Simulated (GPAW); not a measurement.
# How W absorbs and reflects light

Aim: the dielectric function of W, and the optical constants that follow from it.

Calculated with GPAW 26.7.0; DFT, PBE, plane-wave PAW (GPAW data sets), scalar-relativistic, RPA, optical limit.

### Step 1. Starting point

Symmetry: Im-3m, No. 229, cubic system. Conventional cell: a = 3.165 Å, b = 3.165 Å, c = 3.165 Å, α = 90.00°, β = 90.00°, γ = 90.00°. Nearest to W lie 8 W at 2.74 Å.

Structure file:

```xyz
1
Lattice="-1.5823 1.5823 1.5823 1.5823 -1.5823 1.5823 1.5823 1.5823 -1.5823" Properties=species:S:1:pos:R:3 pbc="T T T"
W     0.0000    0.0000    0.0000
```

### Step 2. Dielectric function, RPA

Transitions between filled and empty bands, summed over the zone, give the optical response, so mesh, band count and broadening shape it.

The induced potential is part of this response.

File df.py:

```python
from gpaw.response.df import DielectricFunction

df = DielectricFunction('full.gpw', frequencies={'type': 'nonlinear', 'domega0': 0.03, 'omega2': 8},
                        ecut=50,
                        eta=0.15,
                        nbands=18,
                        rate=0.05,
                        txt='df.txt')
for direction in ['x']:
    df.get_dielectric_function(xc='RPA', direction=direction, filename=f'df_{direction}.csv')
```

The run is started by

```bash
$ OMP_NUM_THREADS=1 python df.py
```

Numbers of over 12 decimals in the logs are rounded to 6 here.

Log:

```text
Using integrator: PointIntegrator
NonLinearFrequencyDescriptor(from 0.000 to 113.258 eV, 551 points)
Nonperiodic BCs:  [False False False]
Using integrator: PointIntegrator
NonLinearFrequencyDescriptor(from 0.000 to 113.258 eV, 551 points)
Nonperiodic BCs:  [False False False]
Using integrator: PointIntegrator

Calculating chi0 body with:
    Ground state adapter containing:
    Number of spins: 1
    Number of kpoints: 10648
    Number of irreducible kpoints: 328
    Number of completely occupied states: 6
    Number of partially occupied states: 9

    Linear response parametrization:
    q_c: [0.0, 0.0, 0.0]
    Number of frequency points: 551
    Planewave cutoff: 50.0
    Number of bands: 18
    Number of planewaves: 13
    Broadening (eta): 0.15

Integrating chi0 body.

Symmetries of q_c:
    Direct symmetries (Uq -> q): 48
    Indirect symmetries (TUq -> q): 0
In total 48 allowed symmetries.

328 groups of equivalent kpoints. 96.919609% reduction.

Integral kind: spectral function

Calculating chi0 optical extensions with:
    Ground state adapter containing:
    Number of spins: 1
    Number of kpoints: 10648
    Number of irreducible kpoints: 328
    Number of completely occupied states: 6
    Number of partially occupied states: 9

    Linear response parametrization:
    Number of frequency points: 551
    Planewave cutoff: 50.0
    Number of bands: 18
    Number of planewaves: 13
    Broadening (eta): 0.15
Integrating chi0 head and wings.

Symmetries of q_c:
    Direct symmetries (Uq -> q): 48
    Indirect symmetries (TUq -> q): 0
In total 48 allowed symmetries.

328 groups of equivalent kpoints. 96.919609% reduction.

Integral kind: spectral function wings

Calculating drude chi0 with:
    Number of frequency points:551
    Plasma frequency decay rate: 0.05 eV

    Ground state adapter containing:
    Number of spins: 1
    Number of kpoints: 10648
    Number of irreducible kpoints: 328
    Number of completely occupied states: 6
    Number of partially occupied states: 9

Symmetries of q_c:
    Direct symmetries (Uq -> q): 48
    Indirect symmetries (TUq -> q): 0
In total 48 allowed symmetries.

328 groups of equivalent kpoints. 96.919609% reduction.

Integral kind: intraband
Plasma frequency:
[[6.34-0.j 0.  +0.j 0.  -0.j]
 [0.  +0.j 6.34-0.j 0.  +0.j]
 [0.  +0.j 0.  -0.j 6.34-0.j]]
```

Wall time 9.2 s (1 thread of Intel Xeon Platinum 8559C (Emerald Rapids), shared host); peak memory 0.2 GiB.

Read-outs, printed or worked out from the files:

- main peak of the optical conductivity above 1 eV, first axis: 5.238 eV

Some rows of df_x.csv (energy; Re and Im without local fields; Re and Im with them):

```text
0.000000, 16145.623447, -0.000000, 16145.590076, -0.000000
0.460735, -137.845047, 78.988348, -137.871094, 78.969140
0.943989, -28.546175, 16.637163, -28.560264, 16.629063
1.451455, 0.935531, 14.475603, 0.928640, 14.468476
1.984998, 8.024042, 18.571533, 8.021487, 18.572577
2.546682, 6.410291, 19.662735, 6.403188, 19.674727
3.138794, 6.635830, 17.303321, 6.636572, 17.303874
3.763875, 2.965821, 16.889672, 2.982092, 16.900021
4.424758, 4.846385, 15.978893, 4.888659, 16.001780
5.124608, 0.536371, 22.472823, 0.656356, 22.584704
5.866977, -9.421916, 13.056851, -9.524626, 13.212219
6.655862, -7.388316, 6.848959, -7.489458, 6.912702
7.495775, -4.233225, 4.231468, -4.314773, 4.273002
8.391833, -2.256418, 3.361439, -2.334294, 3.389613
9.349861, -1.088168, 3.221858, -1.137847, 3.245502
10.376517, -1.053738, 4.145946, -1.089949, 4.224323
11.479449, -1.903350, 3.321768, -2.019074, 3.446332
12.667487, -1.621468, 2.639850, -1.806967, 2.737385
13.950874, -1.116027, 1.554875, -1.327168, 1.591740
```

Im ε, E ∥ x against photon energy; read off at these points:

photon energy (eV), Im ε, E ∥ x and a bar:
```
    0.500         75 ##############################
    0.750         28 ###########
    1.000         15 #####
    1.250         15 #####
    1.500         15 #####
    1.750         16 ######
    2.000         19 #######
    2.250         20 #######
    2.318         20 ########
    2.500         20 #######
    2.750         18 #######
    3.000         17 ######
    3.250         19 #######
    3.302         19 #######
    3.500         18 #######
    3.750         17 ######
    4.000         16 ######
    4.250         15 ######
    4.500         17 ######
    4.750         19 #######
    5.000         20 ########
    5.250         23 #########
    5.500         18 #######
    5.750         15 #####
    6.000         11 ####
    6.250          9 ###
    6.500          8 ###
    6.750          6 ##
    7.000          5 #
    7.250          5 #
    7.500          4 #
    7.750          4 #
    8.000          3 #
    8.250          3 #
    8.500          3 #
    8.750          3 #
    9.000          3 #
    9.250          3 #
    9.500          3 #
    9.750          4 #
   10.000          4 #
   10.250          4 #
   10.500          4 #
   10.750          4 #
   11.000          4 #
   11.250          4 #
   11.500          3 #
   11.750          3 #
   12.000          3 #
   12.250          3 
   12.500          3 
   12.750          3 
   13.000          3 
   13.250          2 
   13.500          2 
   13.750          2
```

Re ε, E ∥ x against photon energy:

| photon energy (eV) | Re ε, E ∥ x |
| --- | --- |
| 0.5 | -119 |
| 1.0 | -22.5 |
| 1.5 | 1.98 |
| 2.0 | 7.94 |
| 2.5 | 6.70 |
| 3.0 | 5.85 |
| 3.5 | 4.19 |
| 4.0 | 3.05 |
| 4.5 | 4.76 |
| 5.0 | 2.58 |
| 5.5 | -8.09 |
| 6.0 | -9.21 |
| 6.5 | -7.74 |
| 7.0 | -5.73 |
| 7.5 | -4.31 |
| 8.0 | -3.21 |
| 8.5 | -2.18 |
| 9.0 | -1.52 |
| 9.5 | -0.894 |
| 10.0 | -0.673 |
| 10.5 | -1.15 |
| 11.0 | -1.80 |
| 11.5 | -1.99 |
| 12.0 | -1.79 |
| 12.5 | -1.61 |
| 13.0 | -1.73 |
| 13.5 | -1.64 |

Reflectivity at normal incidence, E ∥ x against photon energy; read off at these points:

| photon energy (eV) | reflectivity at normal incidence, E ∥ x (%) |
| --- | --- |
| 0.50 | 91.1 |
| 1.00 | 80.4 |
| 1.50 | 46.3 |
| 2.00 | 47.7 |
| 2.50 | 49.1 |
| 3.00 | 46.6 |
| 3.50 | 48.8 |
| 4.00 | 46.6 |
| 4.50 | 47.2 |
| 5.00 | 52.0 |
| 5.50 | 62.3 |
| 6.00 | 65.2 |
| 6.50 | 64.7 |
| 6.71 | 65.9 |
| 7.00 | 62.1 |
| 7.50 | 58.0 |
| 8.00 | 53.7 |
| 8.50 | 44.7 |
| 9.00 | 38.4 |
| 9.50 | 32.8 |
| 10.00 | 31.8 |
| 10.50 | 35.7 |
| 11.00 | 40.6 |
| 11.50 | 42.8 |
| 12.00 | 41.2 |
| 12.50 | 40.1 |
| 13.00 | 42.7 |
| 13.50 | 42.9 |
| 13.77 | 46.6 |

Table of loss function −Im 1/ε at q → 0, E ∥ x by energy loss; read off at these points:

| energy loss (eV) | loss function −Im 1/ε at q → 0, E ∥ x |
| --- | --- |
| 0.500 | 0.00381 |
| 0.750 | 0.00632 |
| 1.000 | 0.0208 |
| 1.250 | 0.0582 |
| 1.500 | 0.0673 |
| 1.750 | 0.0511 |
| 2.000 | 0.0456 |
| 2.250 | 0.0426 |
| 2.500 | 0.0459 |
| 2.750 | 0.0519 |
| 3.000 | 0.0528 |
| 3.250 | 0.0487 |
| 3.500 | 0.0523 |
| 3.750 | 0.0572 |
| 4.000 | 0.0616 |
| 4.250 | 0.0620 |
| 4.500 | 0.0546 |
| 4.750 | 0.0517 |
| 5.000 | 0.0485 |
| 5.250 | 0.0423 |
| 5.500 | 0.0457 |
| 5.750 | 0.0487 |
| 6.000 | 0.0531 |
| 6.250 | 0.0612 |
| 6.500 | 0.0646 |
| 6.750 | 0.0695 |
| 7.000 | 0.0871 |
| 7.250 | 0.0940 |
| 7.500 | 0.116 |
| 7.750 | 0.125 |
| 8.000 | 0.156 |
| 8.250 | 0.186 |
| 8.500 | 0.209 |
| 8.750 | 0.233 |
| 9.000 | 0.243 |
| 9.250 | 0.256 |
| 9.416 | 0.276 |
| 9.500 | 0.271 |
| 9.750 | 0.264 |
| 10.000 | 0.250 |
| 10.250 | 0.225 |
| 10.500 | 0.225 |
| 10.750 | 0.226 |
| 11.000 | 0.200 |
| 11.250 | 0.217 |
| 11.500 | 0.219 |
| 11.750 | 0.244 |
| 12.000 | 0.236 |
| 12.250 | 0.247 |
| 12.500 | 0.264 |
| 12.750 | 0.264 |
| 13.000 | 0.269 |
| 13.250 | 0.288 |
| 13.500 | 0.291 |
| 13.750 | 0.297 |

Values under 1 per cm are given as 1. Table of absorption coefficient, E ∥ x by photon energy:

| photon energy (eV) | absorption coefficient, E ∥ x (1/cm) |
| --- | --- |
| 0.492 | 5.7e5 |
| 1.010 | 5.0e5 |
| 1.486 | 3.8e5 |
| 1.985 | 5.0e5 |
| 2.508 | 6.7e5 |
| 3.018 | 7.5e5 |
| 3.510 | 9.6e5 |
| 3.980 | 1.0e6 |
| 4.516 | 1.2e6 |
| 4.981 | 1.5e6 |
| 5.515 | 2.1e6 |
| 6.021 | 2.1e6 |
| 6.494 | 2.0e6 |
| 6.985 | 1.9e6 |
| 7.496 | 1.7e6 |
| 8.026 | 1.6e6 |
| 8.516 | 1.5e6 |
| 9.023 | 1.5e6 |
| 9.483 | 1.4e6 |
| 10.026 | 1.5e6 |
| 10.519 | 1.8e6 |
| 11.029 | 2.0e6 |
| 11.479 | 2.0e6 |
| 12.023 | 2.0e6 |
| 12.504 | 2.0e6 |
| 13.000 | 2.0e6 |
| 13.512 | 2.0e6 |

At chosen wavelengths:

| wavelength (nm) | n | k | R (%) | 1/α |
| --- | --- | --- | --- | --- |
| 1550 | 1.60 | 7.248 | 89.2 | 17 nm |
| 800 | 2.98 | 2.429 | 45.2 | 26 nm |
| 532 | 3.79 | 2.651 | 49.4 | 16 nm |
| 450 | 3.41 | 2.643 | 48.4 | 14 nm |
| 365 | 3.44 | 2.676 | 48.8 | 11 nm |
| 308 | 3.09 | 2.524 | 46.5 | 9.7 nm |
| 248 | 3.39 | 2.990 | 51.9 | 6.6 nm |

In reflection the computed colour is light grey: x = 0.310, y = 0.330, luminous reflectivity 48 %.

### Step 3. Outcome

| Quantity | Value |
| --- | --- |
| main peak of the optical conductivity above 1 eV, first axis | 5.24 eV |

What this shows: At this level (PBE, RPA) W is a metal; it reflects 49 % at 550 nm. In reflection the computed colour is light grey: x = 0.310, y = 0.330, luminous reflectivity 48 %. The carriers' damping of 0.05 eV is typed, not computed; it shapes the response at the lowest energies. Spin-orbit coupling is left out although heavy atoms are present. The sum runs over mesh points, so small or evenly spaced maxima can still be ripples of the mesh. In this version of GPAW the matrix elements of the optical limit are incomplete, which can lower ε − 1 by up to a tenth where first-row anions or d states rule, and shift it by more in d metals. GPAW's carrier term has the form −ωp²/(ω + i·rate)², which damps like twice the rate and fails at low energy, so the curves leave the lowest energies out.

[Machine, clock and banner lines and Python warnings are left out of the logs.]

[Logs are printed without paths, hosts, clocks, repeated set-up lines and the standing remarks that a program may print on its own settings, such as how far it seeks lower states.]

[Hosts, paths, dates, database ids (printed as entryN), source tags and the programs' standing remarks are cut or masked in the printed files.]
